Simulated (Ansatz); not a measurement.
**KCrF3 (P4/mmm): how robust is the cRPA U?**

Aim: hold the target of a cRPA run on KCrF3 (P4/mmm) and move one thing at a time.

Calculated with Ansatz 0.2.0; constrained RPA on LDA, plane waves, PAW.

This is a report of a sequence of runs, with most program output left out.

## (1) Set-up

Symmetry: P4/mmm, No. 123, tetragonal system. The conventional cell has a = 4.094 Å, b = 4.094 Å, c = 4.601 Å, α = 90.00°, β = 90.00°, γ = 90.00°. Nearest to K lie 12 F at 2.89 to 3.08 Å. Cr has 6 F at 2.05 to 2.30 Å nearest. Nearest to F lie 2 Cr at 2.30 Å and 4 K at 2.89 Å. F has 2 Cr at 2.05 Å and 4 K at 3.08 Å nearest. Farther neighbours and most contacts between anions are not listed.

The cell and positions are those that the Materials Project relaxed with its own functionals (PBE, PBE+U or r2SCAN), kept fixed. The default PAW set here is soft_2. Its files were made with PBE.

## (2) Base: Cr d, bands v2 to c3, 4×4×4 mesh, medium accuracy

Constrained RPA screens the interaction with every transition except those inside the target bands, which a later many-body model would treat itself.

File input.yaml:

```yaml
crystal:
  lattice:
    - [-4.09361, 0.0, 0.0]
    - [0.0, -4.09361, 0.0]
    - [0.0, 0.0, 4.600637]
  atoms:
    - { symbol: K, position: [0.5, 0.5, 0.5] }
    - { symbol: Cr, position: [0.0, 0.0, 0.0] }
    - { symbol: F, position: [0.0, 0.0, 0.5] }
    - { symbol: F, position: [0.0, 0.5, 0.0] }
    - { symbol: F, position: [0.5, 0.0, 0.0] }
kpoints:
  mp_grid: { grid: [8, 8, 8] }
hamiltonian:
  xc: lda
scf:
  occupations: { method: gaussian, width: 0.08 }
  n_extra_bands: 19
  max_iter: 150
output:
  crpa:
    kmesh: [4, 4, 4]
    target_bands: [v2, c3]
    projections: [{ species: Cr, l: d, shell: 3 }]
  local_orbitals:
    kmesh: [8, 8, 8]
    orbitals: [{ species: Cr, l: d, shell: 3 }]
    window: { bands: [v2, c3] }
    seedname: lo
```

Launch:

```bash
> ansatz run input.yaml --threads 4 --pin off --max-ram 9216MiB --backend cpu --events-out ev --progress --plain --runs-dir out
```

Run time: 2.4 min. Hardware: 4 threads of Arm Neoverse V2, shared host; peak memory 0.62 GiB.

This step gave:

| Item | Value |
| --- | --- |
| U | 7.069 eV |
| U prime (inter-orbital) | 6.007 eV |
| J | 0.5286 eV |
| bare V | 19.18 eV |
| bare J | 0.6492 eV |
| stated bound on U | 0.01471 eV |
| U over bare V | 0.3685 |
| electrons in the window | 4.000 |
| head of the constrained inverse dielectric matrix | 0.4249 |
| least eigenvalue of the projection's overlap | 0.7611 |
| target functions | 5 |
| bands in the sums | 50 |
| r.m.s. miss of the model bands | 7.10e-5 eV |
| width of the target bands | 2.839 eV |
| weight of the projected orbitals in the window | 0.8905 |

On the Cr d shell, screening brings the on-site interaction from 19.2 eV down to U = 7.07 eV.

## (3) Changed: 4×4×2 mesh

input.yaml, as its differences from that of step 2:

```diff
@@ -21,9 +21,4 @@
   crpa:
-    kmesh: [4, 4, 4]
+    kmesh: [4, 4, 2]
     target_bands: [v2, c3]
     projections: [{ species: Cr, l: d, shell: 3 }]
-  local_orbitals:
-    kmesh: [8, 8, 8]
-    orbitals: [{ species: Cr, l: d, shell: 3 }]
-    window: { bands: [v2, c3] }
-    seedname: lo
```

Elapsed: 76 s, on 4 threads; peak memory 0.57 GiB.

This step gave:

| Property | Result |
| --- | --- |
| U | 7.098 eV |
| U prime (inter-orbital) | 6.033 eV |
| J | 0.5280 eV |
| bare V | 19.20 eV |
| bare J | 0.6496 eV |
| stated bound on U | 0.01440 eV |
| U over bare V | 0.3696 |
| electrons in the window | 4.000 |
| head of the constrained inverse dielectric matrix | 0.4218 |
| least eigenvalue of the projection's overlap | 0.7611 |
| target functions | 5 |
| bands in the sums | 50 |
| width of the target bands | 2.839 eV |
| weight of the projected orbitals in the window | 0.8905 |

On the Cr d shell, screening brings the on-site interaction from 19.2 eV down to U = 7.10 eV.

## (4) Changed: 2×2×2 mesh

input.yaml, as its differences from that of step 3:

```diff
@@ -21,3 +21,3 @@
   crpa:
-    kmesh: [4, 4, 2]
+    kmesh: [2, 2, 2]
     target_bands: [v2, c3]
```

Run time: 17 s. Hardware: 4 threads; peak memory 0.53 GiB; 64 s of CPU time.

Numbers from this step:

```
U                                                 : 7.187 eV
U prime (inter-orbital)                           : 6.116 eV
J                                                 : 0.5277 eV
bare V                                            : 19.30 eV
bare J                                            : 0.6504 eV
stated bound on U                                 : 0.01306 eV
U over bare V                                     : 0.3723
electrons in the window                           : 4.000
head of the constrained inverse dielectric matrix : 0.4148
least eigenvalue of the projection's overlap      : 0.7658
target functions                                  : 5
bands in the sums                                 : 50
width of the target bands                         : 2.839 eV
weight of the projected orbitals in the window    : 0.8905
```

On the Cr d shell, screening brings the on-site interaction from 19.3 eV down to U = 7.19 eV.

## (5) Changed: sums over states

input.yaml, as its differences from that of step 4:

```diff
@@ -21,4 +21,7 @@
   crpa:
-    kmesh: [2, 2, 2]
+    kmesh: [4, 4, 4]
     target_bands: [v2, c3]
     projections: [{ species: Cr, l: d, shell: 3 }]
+    accuracy: sum_over_states
+    n_empty_bands: 44
+    ecut_chi: 250
```

Elapsed: 27 s, on 4 threads; peak memory 0.57 GiB; 1.7 min of CPU time.

This variant gives U = 7.29 eV against 7.07 eV. It is a finite sum over empty states with no bound on its error and stays out of the table below.

## (6) Changed: sums over states on smooth products

input.yaml, as its differences from that of step 5:

```diff
@@ -25,3 +25,4 @@
     accuracy: sum_over_states
+    pair_densities: pseudo
     n_empty_bands: 44
-    ecut_chi: 250
+    ecut_chi: 136
```

Wall time 14 s (4 threads); peak memory 0.49 GiB.

This variant gives U = 7.43 eV against 7.07 eV. It is a finite sum over empty states with no bound on its error and stays out of the table below.

## (7) Changed: one k-point

input.yaml, as its differences from that of step 6:

```diff
@@ -21,8 +21,4 @@
   crpa:
-    kmesh: [4, 4, 4]
+    kmesh: [1, 1, 1]
     target_bands: [v2, c3]
     projections: [{ species: Cr, l: d, shell: 3 }]
-    accuracy: sum_over_states
-    pair_densities: pseudo
-    n_empty_bands: 44
-    ecut_chi: 136
```

The job ended after 5 s (4 threads; peak memory 0.52 GiB).

The run ended normally, though the input holds a fault or crude settings.

The fault put into this input: one k-point. It printed U = 7.36 eV, which is no property of the model meant.

## (8) Changed: potentials

input.yaml, as its differences from that of step 7:

```diff
@@ -15,2 +15,3 @@
   xc: lda
+  pseudopotentials: { kind: paw, source: ansatz }
 scf:
@@ -21,3 +22,3 @@
   crpa:
-    kmesh: [1, 1, 1]
+    kmesh: [4, 4, 4]
     target_bands: [v2, c3]
```

The job ended after 9.7 min (4 threads; peak memory 1.3 GiB).

This step gave:

```
U                                                 : 7.059 eV
U prime (inter-orbital)                           : 6.001 eV
J                                                 : 0.5261 eV
bare V                                            : 19.17 eV
bare J                                            : 0.6482 eV
stated bound on U                                 : 0.02053 eV
U over bare V                                     : 0.3682
electrons in the window                           : 4.000
head of the constrained inverse dielectric matrix : 0.4245
least eigenvalue of the projection's overlap      : 0.7578
target functions                                  : 5
bands in the sums                                 : 50
width of the target bands                         : 2.846 eV
weight of the projected orbitals in the window    : 0.8899
```

On the Cr d shell, screening brings the on-site interaction from 19.2 eV down to U = 7.06 eV.

## (9) Changed: potentials

This step: constrained RPA on LDA, plane waves, norm-conserving pseudopotentials.

input.yaml, as its differences from that of step 8:

```diff
@@ -15,3 +15,3 @@
   xc: lda
-  pseudopotentials: { kind: paw, source: ansatz }
+  pseudopotentials: { kind: nc }
 scf:
```

Elapsed: 12 min, on 4 threads; peak memory 1.5 GiB.

Numbers from this step:

```yaml
u: 7.073 eV
u_prime_inter_orbital: 6.016 eV
j: 0.5252 eV
bare_v: 19.15 eV
bare_j: 0.6475 eV
stated_bound_on_u: 0.01410 eV
u_over_bare_v: 0.3693
electrons_in_the_window: 4.000
head_of_the_constrained_inverse_dielectric_matrix: 0.4261
least_eigenvalue_of_the_projection_s_overlap: 0.7609
target_functions: 5
bands_in_the_sums: 50
width_of_the_target_bands: 2.806 eV
weight_of_the_projected_orbitals_in_the_window: 0.8913
```

On the Cr d shell, screening brings the on-site interaction from 19.2 eV down to U = 7.07 eV.

## (10) Changed: volume +6 %

This step: constrained RPA on LDA, plane waves, PAW.

The cell differs from the one that the last finished run ended in (a 4.094 → 4.174 Å, b 4.094 → 4.174 Å, c 4.601 → 4.691 Å).

input.yaml, as its differences from that of step 9:

```diff
@@ -2,5 +2,5 @@
   lattice:
-    - [-4.09361, 0.0, 0.0]
-    - [0.0, -4.09361, 0.0]
-    - [0.0, 0.0, 4.600637]
+    - [-4.173897246, 0.0, 0.0]
+    - [0.0, -4.173897246, 0.0]
+    - [0.0, 0.0, 4.6908684765]
   atoms:
@@ -15,3 +15,2 @@
   xc: lda
-  pseudopotentials: { kind: nc }
 scf:
@@ -25 +24,6 @@
     projections: [{ species: Cr, l: d, shell: 3 }]
+  local_orbitals:
+    kmesh: [8, 8, 8]
+    orbitals: [{ species: Cr, l: d, shell: 3 }]
+    window: { bands: [v2, c3] }
+    seedname: lo
```

It took 2.7 min on 4 threads; peak memory 0.63 GiB.

Numbers from this step:

```yaml
u: 7.091 eV
u_prime_inter_orbital: 6.023 eV
j: 0.5308 eV
bare_v: 19.23 eV
bare_j: 0.6520 eV
stated_bound_on_u: 0.01528 eV
u_over_bare_v: 0.3687
electrons_in_the_window: 4.000
head_of_the_constrained_inverse_dielectric_matrix: 0.4312
least_eigenvalue_of_the_projection_s_overlap: 0.7701
target_functions: 5
bands_in_the_sums: 50
r_m_s_miss_of_the_model_bands: 6.28e-5 eV
width_of_the_target_bands: 2.552 eV
weight_of_the_projected_orbitals_in_the_window: 0.8951
```

On the Cr d shell, screening brings the on-site interaction from 19.2 eV down to U = 7.09 eV.

## (11) Side by side

Times are wall times on 4 threads of Arm Neoverse V2, shared host, good to a factor of about two.

| run | bare V (eV) | U (eV) | J (eV) | bound on U (eV) | width (eV) | time |
| --- | --- | --- | --- | --- | --- | --- |
| target window | 19.18 | 7.069 | 0.529 | 0.0147 | 2.84 | 2.4 min |
| 4×4×2 mesh | 19.20 | 7.098 | 0.528 | 0.0144 | 2.84 | 76 s |
| 2×2×2 mesh | 19.30 | 7.187 | 0.528 | 0.0131 | 2.84 | 17 s |
| potentials | 19.17 | 7.059 | 0.526 | 0.0205 | 2.85 | 9.7 min |
| potentials | 19.15 | 7.073 | 0.525 | 0.0141 | 2.81 | 12 min |
| volume +6 % | 19.23 | 7.091 | 0.531 | 0.0153 | 2.55 | 2.7 min |

## (12) What came out

```yaml
target_window: U 7.07 eV, J 0.53 eV
4x4x2_mesh: U 7.10 eV, J 0.53 eV
2x2x2_mesh: U 7.19 eV, J 0.53 eV
potentials: U 7.06 eV, J 0.53 eV
potentials: U 7.07 eV, J 0.53 eV
volume_plus_6: U 7.09 eV, J 0.53 eV
```

What this shows: 4×4×2 mesh moves U by +0.03 eV (within the solver's bounds, for the mean over orbitals). 2×2×2 mesh moves U by +0.12 eV at 0.12 times the time. Potentials moves U by −0.01 eV (within the solver's bounds, for the mean over orbitals) at 4.0 times the time. Potentials moves U by +0.004 eV (within the solver's bounds, for the mean over orbitals) at 4.8 times the time. Volume +6 % moves U by +0.02 eV (within the solver's bounds, for the mean over orbitals). The printed bound covers the solver alone, not the mesh, and no denser mesh than the base was run. The parent state is non-magnetic and the interaction static (zero frequency); U depends on the window and the orbitals, so it belongs to this model alone.

[Paths, hosts, dates, memory and timing lines, banners, echoed tables and standing remarks are left out of the program output.]

[Logs are printed without paths, hosts, clocks, repeated set-up lines and the standing remarks that a program may print on its own settings, such as how far it seeks lower states.]

[Runs of the session that timed out or met a known fault of the program may be left out.]

[Hosts, paths, dates, database ids (printed as entryN), source tags and the programs' standing remarks are cut or masked in the printed files.]
